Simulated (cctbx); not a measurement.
# Diagnosing a refinement

Cell a = 5.4680 Å, b = 11.4420 Å, c = 6.1310 Å, α = 90.00°, β = 109.75°, γ = 90.00°; space group C2/c (no. 15).

Simulated single-crystal data (cctbx): Cu Kα, λ = 1.54184 Å, to d = 0.83 Å, 70 % of the full sphere, strongest reflection 20000 counts, noise from counting, a 1.5 % proportional error and a noise floor of 15 counts (s.d.); no absorption.

An anisotropic refinement with weights 1/σ² prints:

```text
Rint 0.019, 330 unique reflections to 0.83 A
cycle     R1     wR2    GooF  max shift (A)
   1  0.3854  0.6962  28.556   0.02760
   3  0.3639  0.6684  27.418   0.00014
final R1 0.3639 wR2 0.6684 GooF 27.418  parameters 14  data/parameter 23.6
atom        x        y        z      Ueq    occ   su(xyz)  su(Uiso or U11)
Zr1    0.00000  0.93690  0.75000   0.0009  1.000  0.00082  0.0049  NPD
P1     0.27902  0.78152  0.69316   0.0033  1.000  0.00401  0.0096  NPD
difference map: max 45.57 min -7.81 rms 3.98
Q1    0.2268  0.4086  0.3156    8   49.15  2.35 A from P1
Q2    0.0000  0.0678  0.2500    4   40.14  0.05 A from Zr1
Q3    0.2218  0.2779  0.8121    8   14.10  0.05 A from P1
Q4    0.0000  0.2088  0.7500    4   12.39  1.41 A from P1
Q5    0.0000  0.3908  0.2500    4    7.88  2.59 A from P1
Q6    0.0000  0.1869  0.2500    4    6.42  1.42 A from Zr1
```

Q: Accept it or mend it, and why?

Mend it. The fault: an atom left out, P at (0.2746, 0.9086, 0.1846). Against the right model at the same level, R1 goes from 0.0114 to 0.3639 and GooF from 0.91 to 27.42, the top difference peak, 49.1 e/Å³, lies 2.35 Å from P1 and Zr1 and P1 go non-positive-definite. Q1 is the missing atom. With scattering power missing, scale and phases suffer, so peaks may also grow on the heavy atoms.

The compound is ZrP4. The right model at the same level gives:

```text
Rint 0.019, 330 unique reflections to 0.83 A
cycle     R1     wR2    GooF  max shift (A)
   1  0.0210  0.0441   1.834   0.00130
   2  0.0114  0.0218   0.908   0.00000
final R1 0.0114 wR2 0.0218 GooF 0.908  parameters 23  data/parameter 14.3
atom        x        y        z      Ueq    occ   su(xyz)  su(Uiso or U11)
Zr1    0.00000  0.93459  0.75000   0.0097  1.000  0.00003  0.0001
P1     0.27453  0.90848  0.18473   0.0139  1.000  0.00011  0.0003
P2     0.27898  0.78010  0.69251   0.0195  1.000  0.00012  0.0004
difference map: max 0.49 min -0.65 rms 0.14
Q1    0.0000  0.2288  0.7500    4    0.52  1.28 A from P2
Q2    0.0000  0.0188  0.2500    4    0.48  0.53 A from Zr1
Q3    0.0258  0.5009  0.1798    8    0.45  1.55 A from P1
Q4    0.1464  0.4660  0.4147    8    0.44  1.08 A from P1
Q5    0.1722  0.0161  0.4239    8    0.42  1.29 A from Zr1
Q6    0.1183  0.2437  0.9813    8    0.40  1.32 A from P2
```

Isotropic U is held between 0.0001 and 1 Å² by the program, and listed peak heights are interpolated, so they can pass the grid's maximum.

This is a model crystal, built by substitution and not relaxed, with assumed displacement parameters.

[Middle refinement cycles are left out of these outputs.]

[Logs are printed without paths, hosts, clocks, repeated set-up lines and the standing remarks that a program may print on its own settings, such as how far it seeks lower states.]
